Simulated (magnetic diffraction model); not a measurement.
**Magnetic neutron pattern of Li2FeAs4O12**

Space group P-1 (no. 2), a = 5.1290 Å, b = 7.2190 Å, c = 7.6260 Å, α = 64.36°, β = 80.70°, γ = 69.69°.

```csv
site,atom,x,y,z
2i,As,0.5559,0.5906,0.2141
2i,As,0.4449,0.1987,0.2025
1a,Fe,0,0,0
2i,O,0.2248,0.1303,0.3645
2i,O,0.5337,0.3793,0.2220
2i,O,0.2420,0.4633,0.6253
2i,O,0.7269,0.2461,0.7791
2i,O,0.3100,0.3036,0.9937
2i,O,0.7156,0.0135,0.2068
2i,Li,0.9746,0.7564,0.4413
```

This is a made-up structure (elements placed in a structure type, unrelaxed), so the numbers test the method and describe no known phase.

Only Fe is taken to order (form factors of Fe2+); orders and moment sizes are assumed, and not adapted to the symmetry. Radiation: neutrons of λ = 2.52 Å, 8° to 45°; isotropic B of 0.4 Å² (As), 0.43 Å² (Fe), 0.45 Å² (O) and 0.69 Å² (Li). The intensities are simulated: I ∝ L Σ (|F_N|² + |F_M⊥|²) for unpolarised neutrons, with F_M = 2.695 fm/μB × Σ f(s) S exp(2πi Q·r) exp(−B s²) at Q = H ± k (one set where k and −k are equivalent), only the part normal to Q counting and L = 1/(sin²θ cos θ). For collinear order S is the moment m, which repeats by lattice and centring translations R with the sign exp(−2πi k·R). Form factors are spin-only for 3d ions and dipole or tabulated for f ions, scattering lengths are Sears's of 1992, and absorption is left out. A label names one of the reflections at its angle. The strongest nuclear line in the range is 100, and lines under 0.2 are left out.

Assume the order k = (0 0 0), collinear moments along [111], 3.87 μB on Fe.

Predict the pattern, nuclear and magnetic parts apart.

```
2θ (°)     index  nuclear  magnetic
 21.12   (0 0 1)     53.7       7.9
 23.51   (0 1 0)      0.2       6.6
 24.41   (0 1 1)      0.1       2.7
 30.37   (1 0 0)     67.8       4.0
 32.20   (1 1 0)      5.0       2.5
 32.60   (1 1 1)      3.1       0.7
 37.05   (1 0 1)      0.0       2.0
 37.54  (1 0 -1)      0.6       2.7
 37.91  (0 1 -1)      9.5       2.6
 39.66   (0 1 2)      6.9       1.1
 43.01   (0 0 2)     38.3       1.5
 43.76   (0 2 1)     27.8       1.0
 43.89   (1 2 1)    100.0       0.3
 44.30  (1 1 -1)      3.5       1.7
 44.50  (1 -1 0)     34.2       1.8
```

The strongest magnetic line in the range is (0 0 1) at 21.12° (7.9). On top of the Lorentz factor, which all lines share, magnetic lines fade with angle because f falls: for Fe2+ it is 0.90, 0.68, 0.45 and 0.15 at sin θ/λ = 0.1, 0.2, 0.3 and 0.5 Å⁻¹, while nuclear lengths stay constant. The net moment is 3.87 μB a primitive cell.

[Logs are printed without paths, hosts, clocks, repeated set-up lines and the standing remarks that a program may print on its own settings, such as how far it seeks lower states.]
